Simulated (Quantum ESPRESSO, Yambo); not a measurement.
A convergence test on BN (Qingsongite).

```
B N
1.0
     0.00000    1.80750    1.80750
     1.80750    0.00000    1.80750
     1.80750    1.80750    0.00000
B N
1 1
Direct
  0.00000 0.00000 0.00000
  0.25000 0.25000 0.25000
```

The cell and positions come from the Crystallography Open Database and are kept as given unless a step says otherwise.

Program: Yambo 5.3.0; PBE start, 6×6×6 mesh, Godby-Needs plasmon pole.

```csv
bands,screening cutoff (eV),gap on the mesh (eV)
39,210.9,5.915
143,210.9,6.017
39,353.7,5.935
```

If the two steps added up, what gap would 143 bands at 353.7 eV give? Do they add up?

From the first row, the second adds +0.102 eV and the third +0.020 eV, so the sum predicts 5.915 +0.102 +0.020 = 6.037 eV. The run gave 6.081 eV, +0.044 eV from that. They don't add up: at the higher cutoff the same bands are worth +0.146 eV. High empty states act through short-wavelength screening, so a band sum at a low cutoff levels off early.

Limits: short of the basis limit; coarse k mesh.

[Long decimals in the printed logs are rounded to 6 places.]

[Logs are printed without paths, hosts, clocks, repeated set-up lines and the standing remarks that a program may print on its own settings, such as how far it seeks lower states.]

[Paths, hosts, dates, memory and timing lines, banners, echoed tables and standing remarks are left out of the program output; an Ansatz launch command may be rebuilt from the run's recorded settings. Measured values are a selection of at most five: reports struck by readers or far from the other reports are left out. None is set beside runs whose start may be inverted or whose files or cutoffs have a known fault.]

[Runs of the session that timed out or met a known fault of the program may be left out.]

[Hosts, paths, dates, database ids (printed as entryN), source tags and the programs' standing remarks are cut or masked in the printed files.]
